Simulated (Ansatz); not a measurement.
# TlBiSe3 (model cell, started as cubic perovskite with Bi in the octahedra): a soft mode frozen in, part 3 of 3

Aim: this structure of TlBiSe3 (model cell, started as cubic perovskite with Bi in the octahedra) is to be tested for unstable modes, and one is followed downhill.

Ansatz 0.2.0; DFT PBEsol, scalar-relativistic, plane waves, PAW; PAW set soft_1.

So far. Step 5 (Energy along the mode, all amplitudes (two of the runs …): The lowest of the steps tried is the last one, at 0.6 Å, 53.5 meV/atom below the parent; the bottom of the well need not coincide with a step. Step 7 (The new phase in its own primitive cell): The largest force component left is 0.80 meV/Å and the pressure is 0.000 GPa, within the tolerances set. The cell now holds 29.62 Å³/atom. The relaxed cell has a, b, c = 11.061, 12.707, 4.216 Å (conventional setting).

The structure was built from a prototype and need not be the compound's stable phase.

**8. Modes of the new phase, k-mesh 4×4×8**

A relaxed structure may still be a saddle point, so its zone-centre modes are computed. No field response is asked, since the mesh shows no gap.

The input, input.yaml:

```yaml
crystal:
  lattice:
    - [5.5304568713, -6.3533482005, 0.0]
    - [5.5304568713, 6.3533482005, 0.0]
    - [0.0, 0.0, 4.2155183251]
  atoms:
    - { symbol: Tl, position: [0.7359580847, 0.7359580847, 0.0] }
    - { symbol: Tl, position: [0.2640419153, 0.2640419153, 0.0] }
    - { symbol: Bi, position: [0.7186231039, 0.2813768961, 0.5] }
    - { symbol: Bi, position: [0.2813768961, 0.7186231039, 0.5] }
    - { symbol: Se, position: [0.5, 0.0, 0.5] }
    - { symbol: Se, position: [0.0, 0.5, 0.5] }
    - { symbol: Se, position: [0.0, 0.0, 0.5] }
    - { symbol: Se, position: [0.5, 0.5, 0.5] }
    - { symbol: Se, position: [0.8720092649, 0.1279907351, 0.0] }
    - { symbol: Se, position: [0.1279907351, 0.8720092649, 0.0] }
kpoints:
  mp_grid: { grid: [4, 4, 8] }
hamiltonian:
  xc: pbesol
  pseudopotentials: { kind: paw, azcp: { folder: soft_1 }, xc_functional: pbe }
scf:
  occupations: { method: methfessel_paxton, width: 0.2 }
output:
  eigenvalues: true
phonons:
  method: dfpt
```

The run is started by

```
$ ansatz run input.yaml --threads 4 --pin off --max-ram 16384MiB --backend cpu --events-out ev --progress --plain --runs-dir out
```

Numbers of over 12 decimals in the logs are rounded to 6 here.

The program printed:

```text
zone centre: on kpoints.mp_grid the ground state, and the responses unless they are solved on pairs of k-points, stand on 50 of the mesh's 128 k-points, reduced under 2 symmetry operations, with k and −k counted as one. Each operation leaves every solved displacement unchanged or reverses it
[...]
Crystal: 10 atoms, lattice volume = 296.241 Å³
Basis set: ecut = 420 eV, 5749 PW (Γ), exchange–correlation on 120×120×60 points (8 copies of the dense FFT grid, shifted against one another)
Bands: 92, of which v1, the nominal top of the filled ones, is band 76 counted from 1 (75 counted from 0)
Symmetry: 8 space group operations
k-points: 50 of 128 (irreducible under 2 space group operations, time reversal used)
[...]
SCF iter   1: F=—  HF=-79634.794536 eV  |F-HF|=—  |Δ(HF+E_count)|=         —  Δρ=4.17e-2  dr2=2.50e1  ethr=3.10e-3  ⟨swp⟩=6.9  Hψ=17919  notcnv=0
[...]
SCF iter  14: F=-79629.659643 eV  HF=-79629.659643 eV  |F-HF|=2.91e-11  |Δ(HF+E_count)|=  1.46e-11  S|Δr|=    0.00e0  Δρ=1.10e-8  dr2=3.57e-13  ethr=1.00e-12  ⟨swp⟩=12.6  Hψ=26328  notcnv=0
SCF 1 converged in 14 iterations: F = -79629.659643 eV  dr2 = 3.57e-13
[...]
DFPT response loops at Γ: preconditioner auto → Kerker (q_TF=auto, 2.441 Å⁻¹) (partly filled bands, converged f_vac=0.031); β = 1.00, the filter's whole step (`scf.mixing.beta` (0.50) is not read by the response loops under this deck's `scf.mixing.preconditioner`; to damp them name `kerker` or `kerker_dos`, under which they read `scf.mixing.beta`, and type it under 1.00, their step now; both keys bind the ground state too); Broyden in place of MSR1
SCF converged after 14 iterations
[...]
Free energy (F): -79629.659643 eV
[...]
Internal energy: -79629.672267 eV  (E = F + TS)
E sigma→0 (E₀):  -79629.662799 eV
Entropy (-TS):   0.012623 eV (1.262 meV/atom)
Fermi energy:    7.378027 eV
[...]
--- Band table (eV; the first three rows and the last of 50) ---
  k-point 0: bands = [... 72 lower, 6.9620, 7.1064, 7.1991, 7.6626, 8.1552, 8.2962, 8.3082, 8.3890, ... 12 higher]
  k-point 1: bands = [... 72 lower, 6.8040, 6.9752, 6.9849, 7.3644, 7.4581, 7.6937, 8.3290, 9.3814, ... 12 higher]
  k-point 2: bands = [... 72 lower, 6.7424, 6.8725, 6.9720, 7.1314, 7.2646, 7.9257, 8.3651, 9.5429, ... 12 higher]
  k-point 49: bands = [... 72 lower, 6.3011, 6.3496, 6.5407, 7.1771, 7.3363, 8.7886, 8.9573, 9.7866, ... 12 higher]
--- Phonons (Γ-DFPT): 18 representative perturbations + reference, on 50 of 128 k-points (Σ response iterations 63) ---
  k mesh reduced under 2 symmetry operations, with k and −k counted as one. Each operation leaves every solved displacement unchanged or reverses it
  ASR residual: 2.580e-4 → 0.000e0 eV/Å²; symmetrization residual: 7.509e-5 eV/Å²
  ASR residual per site (eV/Å²): 2.58e-4 2.58e-4 1.64e-4 1.64e-4 1.93e-4 1.93e-4 1.27e-4 2.43e-4 6.62e-5 6.62e-5
  Γ frequencies (cm⁻¹): -76.20 -64.61 -54.14 -41.36 -38.04 -34.24 -18.26 -8.66 0.00 0.00 0.00 17.53 17.60 32.28 39.75 45.23 46.42 50.74 77.18 84.89 92.18 100.33 101.70 102.00 112.46 124.88 131.41 140.94 154.63 181.36
  non-analytic LO–TO correction: not included (Born effective charges unavailable; polar crystals: no LO–TO splitting at Γ)
```

The job ended after 14 min (4 threads of Arm Neoverse V2, shared host; peak memory 4.1 GiB; 57 min of CPU time).

Numbers from this step:

- sum-rule residual before enforcement: 2.58e-4 eV/Å²
- point group: mmm
- highest optical mode at the zone centre (no LO-TO term): 181.4 cm⁻¹
- lowest optical zone-centre mode: -76.2 cm⁻¹

Patterns of degenerate modes are one choice out of their space. Modes at Γ, with each element's share of the kinetic energy (negative means imaginary):

```tsv
mode	frequency (cm⁻¹)	symmetry	Tl %	Bi %	Se %
1	-76.2	B3u	1	43	56
2	-64.6	B3u	0	1	99
3	-54.1	B1g	13	3	84
4	-41.4	B1u	11	2	87
5	-38.0	B2u	37	0	63
6	-34.2	Au	0	0	100
7	-18.3	B3u	2	18	80
8	-8.7	B1u	33	33	34
9	0.0	acoustic	31	32	36
10	0.0	acoustic	31	32	36
11	0.0	acoustic	31	32	36
12	17.5	B2g	100	0	0
13	17.6	B1g	84	6	10
14	32.3	B2u	30	35	35
15	39.8	B3g	0	85	15
16	45.2	B1u	24	1	76
17	46.4	Ag	93	6	1
18	50.7	B3u	63	5	32
19	77.2	B3u	0	0	100
20	84.9	B2u	1	11	88
21	92.2	B3u	3	0	97
22	100.3	B1u	0	26	74
23	101.7	B1g	3	91	6
24	102.0	Ag	7	87	6
25	112.5	B2u	0	0	100
26	124.9	B3g	0	15	85
27	131.4	B1u	0	7	93
28	140.9	B2u	0	22	78
29	154.6	Ag	0	7	93
30	181.4	B2u	0	0	100
```

Displacements in mode 1 (-76.2 cm⁻¹), the largest set to 1:
```
Tl1 -0.13  0.00  0.00
Tl2 -0.13  0.00  0.00
Bi3  0.89  0.00  0.00
Bi4  0.89  0.00  0.00
Se5 -0.80 -1.00  0.00
Se6 -0.80  1.00  0.00
Se7  0.11  0.00  0.00
Se8 -0.88  0.00  0.00
Se9 -0.83  0.00  0.00
Se10-0.83  0.00  0.00
```

Displacements in mode 4 (-41.4 cm⁻¹), the largest set to 1:
```
Tl1  0.00  0.00 -0.24
Tl2  0.00  0.00 -0.24
Bi3  0.00  0.00 -0.09
Bi4  0.00  0.00 -0.09
Se5  0.00  0.00  1.00
Se6  0.00  0.00  1.00
Se7  0.00  0.00 -0.09
Se8  0.00  0.00 -0.39
Se9  0.00  0.00  0.09
Se10 0.00  0.00  0.09
```

Before it was imposed, the acoustic sum rule was missed by 2.6e-4 eV/Å². Small misses are needed for a sound result but don't prove that mesh and cutoff are converged. The lowest optical mode is imaginary, 76.2i cm⁻¹, so the energy falls along it.

**9. What came out**

```yaml
unstable_mode_of_the_parent: q = (0, -0.5, -0.5), 89i cm⁻¹
depth_at_the_lowest_point_sampled: 53.5 meV/atom
largest_atomic_shift_at_that_point: 0.6 Å
space_group_reached_within_0p01_a: Cmmm
energy_gained_over_the_parent_first_relaxation_on_the_mesh_of_the_frozen_mode: 199 meV/atom
volume_per_atom_phase_reached: 29.6 Å³
lowest_optical_zone_centre_mode_phase_reached: -76.2 cm⁻¹
highest_optical_mode_at_the_zone_centre_no_lo_to_term_phase_reached: 181 cm⁻¹
```

**Reading.** Along this mode the structure falls into Cmmm, 199 meV/atom below the parent. At the parent's cell the well is 53.46 meV/atom deep on the steps tried, with its lowest point at a shift of 0.6 Å. That is the last step tried, so the steps alone don't bracket the bottom of the well. Relaxing atoms and cell changes the gain by +145.29 meV/atom against the lowest step (energies at zero smearing). Most of the total comes from this relaxation. The new phase still has an imaginary mode at the zone centre of its cell, so it is a saddle point on the way to a lower structure. Of the 4 patterns followed to their end from this parent, this one ends 53.0 meV/atom above the lowest, Pmma. Another end point lies within 1 meV/atom; how such a difference moves with mesh and cutoff was not tested. Each path keeps the symmetry of its pattern, so a lower phase may lie along a pattern not tried. With no gap, or one that is small against the smearing, the frequencies hang on the k mesh and the smearing, most of all near Kohn anomalies. A semilocal functional can close a gap that the real compound would have, so the metallic treatment may be an artefact of the level. Spin-orbit coupling is left out, which can matter for the heavy elements here. The PAW files were made for PBE and serve the other functionals too. A phonon run warned that its eigensolver left some bands unconverged in a pass. The starting cell was built on a prototype and not taken from a measurement, so the phase need not exist.

[Logs are printed without paths, hosts, clocks, repeated set-up lines and the standing remarks that a program may print on its own settings, such as how far it seeks lower states.]

[Hosts, paths, dates, database ids (printed as entryN), source tags and the programs' standing remarks are cut or masked in the printed files.]
